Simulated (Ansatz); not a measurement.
Planning a run of Ansatz 0.2.0 on Cs2AgBiBr6 (Fm-3m). The input:

```yaml
crystal:
  lattice:
    - [0.0, 5.6161, 5.6161]
    - [5.6161, 0.0, 5.6161]
    - [5.6161, 5.6161, 0.0]
  atoms:
    - { symbol: Cs, position: [0.25, 0.25, 0.25] }
    - { symbol: Cs, position: [0.75, 0.75, 0.75] }
    - { symbol: Ag, position: [0.5, 0.5, 0.5] }
    - { symbol: Bi, position: [0.0, 0.0, 0.0] }
    - { symbol: Br, position: [0.25055, 0.74945, 0.25055] }
    - { symbol: Br, position: [0.25055, 0.74945, 0.74945] }
    - { symbol: Br, position: [0.74945, 0.25055, 0.74945] }
    - { symbol: Br, position: [0.74945, 0.25055, 0.25055] }
    - { symbol: Br, position: [0.25055, 0.25055, 0.74945] }
    - { symbol: Br, position: [0.74945, 0.74945, 0.25055] }
kpoints:
  mp_grid: { grid: [4, 4, 4] }
hamiltonian:
  xc: pbe
scf:
  occupations: { method: fixed }
  n_extra_bands: 132
output:
  optics: { e_range: [0, 15], de: 0.05, sigma: 0.15, scissors: 1.254 }
```

```sh
ansatz run input.yaml --threads 3 --pin off --max-ram 92160MiB --backend cuda --events-out ev --progress --plain --runs-dir out --devices 1 --max-vram 13GiB
```

Question: Estimate wall time and host memory on 1 × NVIDIA H100 80GB HBM3 (shared by 6 runs) with 3 threads of AMD EPYC 7R13 (Zen 3), shared host.

It took 35 s; on shared hardware allow 17 s to 70 s. Peak host memory was 2.3 GiB.

[Paths, hosts, dates, memory and timing lines, banners, echoed tables and standing remarks are left out of the program output.]

[Logs are printed without paths, hosts, clocks, repeated set-up lines and the standing remarks that a program may print on its own settings, such as how far it seeks lower states.]

[Runs of the session that timed out or met a known fault of the program may be left out.]

[Cells called generated may have been cut or substituted from an entry of the Crystallography Open Database or the Materials Project.]

[Hosts, paths, dates, database ids (printed as entryN), source tags and the programs' standing remarks are cut or masked in the printed files.]
